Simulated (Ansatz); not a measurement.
# What SbP (model cell, started as zinc blende) distorts into, part 2 of 3

Aim: this structure of SbP (model cell, started as zinc blende) is to be tested for unstable modes, and one is followed downhill.

Ansatz 0.2.0; DFT LDA, scalar-relativistic, plane waves, PAW.

So far, highest frequency on the path or at a solved wavevector (cm⁻¹): step 2 (response at finite wavevector) 256. Also lowest frequency on the path (cm⁻¹): step 2 -77.8.

The structure was built from a prototype and need not be the compound's stable phase.

## (4) The mode frozen in, largest atomic shift 0.6 Å

The atoms are moved along the unstable eigenvector, the largest shift by 0.6 Å, with the cell fixed.

File input.yaml:

```yaml
crystal:
  lattice:
    - [0.0, -3.0787780828, -3.0787780828]
    - [0.0, 3.0787780828, -3.0787780828]
    - [12.3151123313, 0.0, 0.0]
  atoms:
    - { symbol: Sb, position: [0.5138600644, 0.4309508442, 0.25] }
    - { symbol: Sb, position: [0.4861399356, 0.5690491558, 0.75] }
    - { symbol: Sb, position: [-0.0690491558, 0.0138600644, 0.0] }
    - { symbol: Sb, position: [0.0690491558, -0.0138600644, 0.5] }
    - { symbol: P, position: [-0.028021683, 0.528021683, 0.875] }
    - { symbol: P, position: [0.028021683, 0.471978317, 0.375] }
    - { symbol: P, position: [0.5974412549, 0.0974412549, 0.625] }
    - { symbol: P, position: [0.4025587451, -0.0974412549, 0.125] }
kpoints:
  mp_grid: { grid: [8, 8, 4] }
hamiltonian:
  xc: lda
scf:
  occupations: { method: methfessel_paxton, width: 0.15 }
output:
  forces: true
  stress: true
  eigenvalues: true
```

Command:

```console
ansatz run input.yaml --threads 4 --pin off --max-ram 7168MiB --backend cpu --events-out ev --progress --plain --runs-dir out
```

Numbers of over 12 decimals in the logs are rounded to 6 here.

Log:

```text
[...]
Crystal: 8 atoms, lattice volume = 233.467 Å³
Basis set: ecut = 420 eV, 4513 PW (Γ)
Bands: 48, of which v1, the nominal top of the filled ones, is band 40 counted from 1 (39 counted from 0)
Symmetry: 4 space group operations
[...]
k-points: 63 of 256 (time reversal used)
[...]
k-point 0: bands = [... 36 lower, 4.8186, 5.9116, 5.9302, 6.0559, 6.1576, 6.2912, 6.4910, 7.2725, ... 4 higher]
  k-point 1: bands = [... 36 lower, 5.1035, 5.8500, 5.8948, 6.1381, 6.1516, 6.2238, 6.6269, 7.1394, ... 4 higher]
  k-point 2: bands = [... 36 lower, 5.5721, 5.5721, 5.9759, 5.9759, 6.2215, 6.2215, 6.8702, 6.8702, ... 4 higher]
  k-point 62: bands = [... 36 lower, 5.8869, 5.8869, 6.4121, 6.4121, 6.8621, 6.8621, 7.3405, 7.3405, ... 4 higher]
[key lines of the parts left out:]
SCF converged after 8 iterations
Free energy (F): -28243.353304 eV
Fermi energy:    6.729759 eV
P = ⅓ Tr σ = -1.3200 GPa (-13.200 kbar)
```

Elapsed: 13 s, on 4 threads of Arm Neoverse V2, shared host; peak memory 0.79 GiB.

This step gave:

```yaml
pressure: -1.320 GPa
energy_from_the_undistorted_cell: -52.05 meV/atom
```

The energy, extrapolated to zero smearing, is -52.05 meV/atom against the undistorted cell.

The run ends at a pressure of -1.32 GPa, with forces up to 0.58 eV/Å.

## (5) Energy along the mode, all amplitudes (two of the runs are shown above)

An imaginary frequency means negative curvature, so the energy should fall and then rise again as anharmonic terms take over.

This step gave:

```yaml
depth_at_the_lowest_point_sampled: 52.05 meV/atom
largest_atomic_shift_at_that_point: 0.6 Å
```

Energy from the parent against largest atomic shift:

```tsv
largest atomic shift (Å)	energy from the parent (meV/atom)
0.000	0
0.040	-0.514
0.080	-1.98
0.140	-5.61
0.220	-12.2
0.320	-22.4
0.450	-36.8
0.600	-52.0
```

Displacement at unit largest shift by atom:

```tsv
atom	x (Å)	y (Å)	z (Å)	size
Sb1	0.00	-0.42	0.28	0.51
Sb2	0.00	0.42	-0.28	0.51
Sb3	0.00	0.42	0.28	0.51
Sb4	0.00	-0.42	-0.28	0.51
P5	0.00	0.29	0.00	0.29
P6	0.00	-0.29	0.00	0.29
P7	0.00	0.00	-1.00	1.00
P8	0.00	0.00	1.00	1.00
```

The lowest of the steps tried is the last one, at 0.6 Å, 52.0 meV/atom below the parent; the bottom of the well need not coincide with a step.

## (6) Relaxation from the frozen mode

Starting from the lowest point found, all atoms and the cell are let go, so that strain and other modes of the same symmetry can join in.

input.yaml: that of step 4 with these lines changed.

```diff
@@ -24 +24,6 @@
   eigenvalues: true
+relax:
+  adjacent_minimum: "off"
+  f_tol: 0.002
+  max_steps: 120
+  cell: { stress_tol: 0.03 }
```

Log:

```text
[...]
Crystal: 8 atoms, lattice volume = 233.467 Å³
Basis set: ecut = 420 eV, 4513 PW (Γ)
Bands: 48, of which v1, the nominal top of the filled ones, is band 40 counted from 1 (39 counted from 0)
Symmetry: 4 space group operations
[...]
k-points: 63 of 256 (time reversal used)
[...]
SCF iter   1: F=—  HF=-28243.393070 eV  |F-HF|=—  |Δ(HF+E_count)|=         —  Δρ=6.47e-3  dr2=1.16e-1  ethr=1.77e-3  ⟨swp⟩=7.3  Hψ=12763  notcnv=0
[...]
SCF iter   8: F=-28243.353304 eV  HF=-28243.353304 eV  |F-HF|=7.09e-9  |Δ(HF+E_count)|=   9.87e-9  S|Δr|=    0.00e0  Δρ=2.50e-6  dr2=2.84e-8  ethr=1.25e-10  ⟨swp⟩=12.1  Hψ=14395  notcnv=0
SCF 1 converged in 8 iterations: F = -28243.353304 eV  dr2 = 2.84e-8
[...]
relax step   1: F+E_penalty+E_count = -28243.35330372 eV  Δ(F+E_penalty+E_count) = +0.000e0 eV  max|allowed force component| = 4.888e-1 eV/Å  Δτ_max = 0.0000 Å  P = -1.320 GPa  Ω = 233.467 Å³  (8 SCF iters, dr2 threshold 1.00e-7 eV, accepted)
Crystal: 8 atoms, lattice volume = 221.790 Å³
Basis set: ecut = 420 eV, 4333 PW (Γ)
[...]
SCF iter   6: F=-28243.750066 eV  HF=-28243.750066 eV  |F-HF|=8.38e-8  |Δ(HF+E_count)|=   7.48e-8  S|Δr|=    0.00e0  Δρ=1.19e-5  dr2=5.36e-7  ethr=1.00e-9  ⟨swp⟩=9.9  Hψ=13823  notcnv=0
SCF 2 converged in 6 iterations: F = -28243.750066 eV  dr2 = 5.36e-7
[...]
relax step   2: F+E_penalty+E_count = -28243.75006606 eV  Δ(F+E_penalty+E_count) = -3.968e-1 eV  max|allowed force component| = 3.962e-1 eV/Å  Δτ_max = 0.1948 Å  P = +0.147 GPa  Ω = 221.790 Å³  energy of the carried Pulay correction = +2.625e-3 eV  (6 SCF iters, dr2 threshold 8.00e-7 eV, accepted)
Crystal: 8 atoms, lattice volume = 218.203 Å³
Basis set: ecut = 420 eV, 4267 PW (Γ)
[...]
SCF iter   7: F=-28244.036158 eV  HF=-28244.036158 eV  |F-HF|=3.39e-8  |Δ(HF+E_count)|=   1.93e-7  S|Δr|=    0.00e0  Δρ=5.00e-6  dr2=1.22e-7  ethr=1.00e-9  ⟨swp⟩=8.6  Hψ=13187  notcnv=0
SCF 3 converged in 7 iterations: F = -28244.036158 eV  dr2 = 1.22e-7
relax step   3: F+E_penalty+E_count = -28244.03615835 eV  Δ(F+E_penalty+E_count) = -2.861e-1 eV  max|allowed force component| = 2.264e-1 eV/Å  Δτ_max = 0.1951 Å  P = -0.698 GPa  Ω = 218.203 Å³  energy of the carried Pulay correction = +3.458e-3 eV  (7 SCF iters, dr2 threshold 8.00e-7 eV, accepted)
[... from here on, the SCF cycles and remarks between the steps are left out ...]
relax step   4: F+E_penalty+E_count = -28244.22246151 eV  Δ(F+E_penalty+E_count) = -1.863e-1 eV  max|allowed force component| = 1.629e-1 eV/Å  Δτ_max = 0.1950 Å  P = -0.001 GPa  Ω = 209.176 Å³  energy of the carried Pulay correction = +5.616e-3 eV  (7 SCF iters, dr2 threshold 8.00e-7 eV, accepted)
relax step   5: F+E_penalty+E_count = -28244.40013852 eV  Δ(F+E_penalty+E_count) = -1.777e-1 eV  max|allowed force component| = 7.305e-2 eV/Å  Δτ_max = 0.1955 Å  P = -0.395 GPa  Ω = 203.136 Å³  energy of the carried Pulay correction = +7.109e-3 eV  (6 SCF iters, dr2 threshold 8.00e-7 eV, accepted)
relax step   6: F+E_penalty+E_count = -28244.56225179 eV  Δ(F+E_penalty+E_count) = -1.621e-1 eV  max|allowed force component| = 1.265e-1 eV/Å  Δτ_max = 0.1526 Å  P = -0.076 GPa  Ω = 193.659 Å³  energy of the carried Pulay correction = +9.539e-3 eV  (6 SCF iters, dr2 threshold 8.00e-7 eV, accepted)
relax step   7: F+E_penalty+E_count = -28244.63098122 eV  Δ(F+E_penalty+E_count) = -6.873e-2 eV  max|allowed force component| = 1.605e-1 eV/Å  Δτ_max = 0.0888 Å  P = -0.038 GPa  Ω = 185.969 Å³  energy of the carried Pulay correction = +1.159e-2 eV  (6 SCF iters, dr2 threshold 8.00e-7 eV, accepted)
relax step   8: F+E_penalty+E_count = -28244.82209304 eV  Δ(F+E_penalty+E_count) = -1.911e-1 eV  max|allowed force component| = 1.393e-1 eV/Å  Δτ_max = 0.2000 Å  P = +0.108 GPa  Ω = 185.501 Å³  energy of the carried Pulay correction = +1.172e-2 eV  (6 SCF iters, dr2 threshold 8.00e-7 eV, accepted)
relax step   9: F+E_penalty+E_count = -28245.01562869 eV  Δ(F+E_penalty+E_count) = -1.935e-1 eV  max|allowed force component| = 3.562e-1 eV/Å  Δτ_max = 0.0831 Å  P = +0.512 GPa  Ω = 179.278 Å³  energy of the carried Pulay correction = +1.344e-2 eV  (6 SCF iters, dr2 threshold 8.00e-7 eV, accepted)
relax step  10: F+E_penalty+E_count = -28245.38508652 eV  Δ(F+E_penalty+E_count) = -3.695e-1 eV  max|allowed force component| = 4.518e-1 eV/Å  Δτ_max = 0.1381 Å  P = +0.408 GPa  Ω = 174.909 Å³  energy of the carried Pulay correction = +1.468e-2 eV  (6 SCF iters, dr2 threshold 8.00e-7 eV, accepted)
relax step  11: F+E_penalty+E_count = -28245.55565177 eV  Δ(F+E_penalty+E_count) = -1.706e-1 eV  max|allowed force component| = 9.828e-1 eV/Å  Δτ_max = 0.1938 Å  P = +0.836 GPa  Ω = 171.383 Å³  energy of the carried Pulay correction = +1.570e-2 eV  (6 SCF iters, dr2 threshold 8.00e-7 eV, accepted)
relax step  12: F+E_penalty+E_count = -28245.88927892 eV  Δ(F+E_penalty+E_count) = -3.336e-1 eV  max|allowed force component| = 1.839e-1 eV/Å  Δτ_max = 0.1816 Å  P = +0.123 GPa  Ω = 171.998 Å³  energy of the carried Pulay correction = +1.552e-2 eV  (7 SCF iters, dr2 threshold 8.00e-7 eV, accepted)
relax step  13: F+E_penalty+E_count = -28245.91359574 eV  Δ(F+E_penalty+E_count) = -2.432e-2 eV  max|allowed force component| = 3.342e-2 eV/Å  Δτ_max = 0.1018 Å  P = -0.403 GPa  Ω = 172.440 Å³  energy of the carried Pulay correction = +1.539e-2 eV  (6 SCF iters, dr2 threshold 8.00e-7 eV, accepted)
relax step  14: F+E_penalty+E_count = -28245.31541721 eV  Δ(F+E_penalty+E_count) = +5.982e-1 eV  max|allowed force component| = 5.344e-1 eV/Å  Δτ_max = 0.1756 Å  P = -3.803 GPa  Ω = 185.354 Å³  energy of the carried Pulay correction = +1.176e-2 eV  (6 SCF iters, dr2 threshold 8.00e-7 eV, rejected (line search))
relax step  15: F+E_penalty+E_count = -28245.93152554 eV  Δ(F+E_penalty+E_count) = -1.793e-2 eV  max|allowed force component| = 4.172e-2 eV/Å  Δτ_max = 0.0868 Å  P = +0.148 GPa  Ω = 171.296 Å³  energy of the carried Pulay correction = +1.572e-2 eV  (11 SCF iters, accepted)
relax step  16: F+E_penalty+E_count = -28245.93354860 eV  Δ(F+E_penalty+E_count) = -2.023e-3 eV  max|allowed force component| = 6.364e-3 eV/Å  Δτ_max = 0.0396 Å  P = -0.006 GPa  Ω = 171.446 Å³  energy of the carried Pulay correction = +1.568e-2 eV  (5 SCF iters, dr2 threshold 2.91e-7 eV, accepted)
relax step  17: F+E_penalty+E_count = -28245.93386892 eV  Δ(F+E_penalty+E_count) = -3.203e-4 eV  max|allowed force component| = 3.361e-3 eV/Å  Δτ_max = 0.0204 Å  P = -0.007 GPa  Ω = 171.415 Å³  energy of the carried Pulay correction = +1.569e-2 eV  (5 SCF iters, dr2 threshold 7.25e-9 eV, accepted)
relax step  18: F+E_penalty+E_count = -28245.93398784 eV  Δ(F+E_penalty+E_count) = -1.189e-4 eV  max|allowed force component| = 1.784e-3 eV/Å  Δτ_max = 0.0220 Å  P = +0.036 GPa  Ω = 171.307 Å³  energy of the carried Pulay correction = +1.572e-2 eV  (6 SCF iters, dr2 threshold 7.06e-10 eV, accepted)
relax step  19: F+E_penalty+E_count = -28245.93395737 eV  Δ(F+E_penalty+E_count) = +3.047e-5 eV  max|allowed force component| = 2.017e-3 eV/Å  Δτ_max = 0.0012 Å  P = -0.023 GPa  Ω = 171.434 Å³  energy of the carried Pulay correction = +1.568e-2 eV  (5 SCF iters, dr2 threshold 6.28e-9 eV, accepted)
relax step  20: F+E_penalty+E_count = -28245.93397691 eV  Δ(F+E_penalty+E_count) = -1.954e-5 eV  max|allowed force component| = 3.615e-4 eV/Å  Δτ_max = 0.0008 Å  P = -0.000 GPa  Ω = 171.388 Å³  energy of the carried Pulay correction = +1.570e-2 eV  (4 SCF iters, dr2 threshold 2.33e-9 eV, accepted)
relax step  21: F+E_penalty+E_count = -28245.93883845 eV  Δ(F+E_penalty+E_count) = -4.862e-3 eV  max|allowed force component| = 4.096e-4 eV/Å  Δτ_max = 0.0000 Å  P = +0.053 GPa  Ω = 171.388 Å³  stress off target by 1.19e-1 GPa  SCF on the basis re-selected at this cell (its energy is not comparable with the rows above)  (7 SCF iters)
relax step  22: F+E_penalty+E_count = -28245.93892668 eV  Δ(F+E_penalty+E_count) = -8.823e-5 eV  max|allowed force component| = 2.517e-4 eV/Å  Δτ_max = 0.0018 Å  P = +0.003 GPa  Ω = 171.451 Å³  energy of the carried Pulay correction = -1.811e-5 eV  (4 SCF iters, dr2 threshold 3.51e-8 eV, accepted)
[...]
SCF iter   6: F=-28245.938943 eV  HF=-28245.938943 eV  |F-HF|=3.64e-12  |Δ(HF+E_count)|=  4.37e-11  S|Δr|=    0.00e0  Δρ=8.60e-8  dr2=7.04e-12  ethr=1.00e-12  ⟨swp⟩=10.4  Hψ=15703  notcnv=0
SCF 23 converged in 6 iterations: F = -28245.938943 eV  dr2 = 7.04e-12
relax step  23: F+E_penalty+E_count = -28245.93894275 eV  Δ(F+E_penalty+E_count) = -1.607e-5 eV  max|allowed force component| = 2.492e-4 eV/Å  Δτ_max = 0.0000 Å  P = +0.003 GPa  Ω = 171.451 Å³  stress off target by 8.06e-3 GPa  SCF on the basis re-selected at this cell (its energy is not comparable with the rows above)  (6 SCF iters)
[...]
SCF converged after 6 iterations
[...]
Free energy (F): -28245.938943 eV
[...]
Internal energy: -28245.946798 eV  (E = F + TS)
E sigma→0 (E₀):  -28245.940907 eV
Entropy (-TS):   0.007855 eV (0.982 meV/atom)
Fermi energy:    10.771206 eV
Step filling:    the computed levels leave a gap of 0.0027 eV = 0.0 smearing widths at the electron count; against every level under it full and every level over it empty, smearing changes F+E_penalty+E_count by +2.740 meV and its σ→0 estimate by +0.776 meV
[...]
--- Forces (eV/Å), atoms counted from 1 ---
  atom   1  Sb    -0.00024916     0.00009467    -0.00007089
  atom   2  Sb    -0.00024916    -0.00009467     0.00007089
  atom   3  Sb     0.00024916    -0.00009467    -0.00007089
  atom   4  Sb     0.00024916     0.00009467     0.00007089
  atom   5  P      0.00000000    -0.00004251     0.00000000
  atom   6  P      0.00000000     0.00004251     0.00000000
  atom   7  P      0.00000000     0.00000000     0.00015739
  atom   8  P      0.00000000     0.00000000    -0.00015739
  max |Σ_I F_I| component: 2.71e-20 eV/Å
--- Stress (GPa, compression-positive) ---
        0.008056       0.000000       0.000000
        0.000000      -0.001133       0.000000
        0.000000       0.000000       0.003133
  P = ⅓ Tr σ = 0.0034 GPa (0.034 kbar)
--- Band table (eV; the first three rows and the last of 63) ---
  k-point 0: bands = [... 36 lower, 9.6974, 10.0091, 10.3501, 11.0241, 11.2311, 11.2316, 11.9084, 11.9086, ... 4 higher]
  k-point 1: bands = [... 36 lower, 9.6257, 9.6868, 10.5596, 10.9627, 11.3318, 11.3323, 11.8045, 11.8047, ... 4 higher]
  k-point 2: bands = [... 36 lower, 9.4602, 9.4602, 10.7979, 10.7979, 11.5665, 11.5665, 11.5669, 11.5669, ... 4 higher]
  k-point 62: bands = [... 36 lower, 8.4620, 8.4620, 8.8865, 8.8865, 11.6470, 11.6470, 11.7522, 11.7522, ... 4 higher]
--- Relaxed structure (21 steps of the walk, 20 accepted, 2 SCFs on fresh bases) ---
  F+E_penalty+E_count = -28245.93894275 eV   max|allowed force component| = 2.492e-4 eV/Å   (the final SCF, on the basis selected at the relaxed cell)
  cell:  # Å, volume = 171.4507 Å³
    - [0.0, -1.915834, -3.318099]
    - [0.0, 1.915834, -3.318099]
    - [13.485346, 0.0, 0.0]
  atoms:
    - { symbol: Sb, position: [0.666746, 0.166558, 0.253495] }
    - { symbol: Sb, position: [0.333254, 0.833442, 0.753495] }
    - { symbol: Sb, position: [-0.333442, 0.166746, -0.00349547] }
    - { symbol: Sb, position: [0.333442, -0.166746, 0.496505] }
    - { symbol: P, position: [-4.714238606493004e-5, 0.500047, 0.875] }
    - { symbol: P, position: [4.7142386065041064e-5, 0.499953, 0.375] }
    - { symbol: P, position: [0.666692, 0.166692, 0.625] }
    - { symbol: P, position: [0.333308, -0.166692, 0.125] }
```

It took 5.6 min on 4 threads; peak memory 0.86 GiB; 22 min of CPU time.

(Continued in part 3 of 3.)

[Logs are printed without paths, hosts, clocks, repeated set-up lines and the standing remarks that a program may print on its own settings, such as how far it seeks lower states.]

[Hosts, paths, dates, database ids (printed as entryN), source tags and the programs' standing remarks are cut or masked in the printed files.]
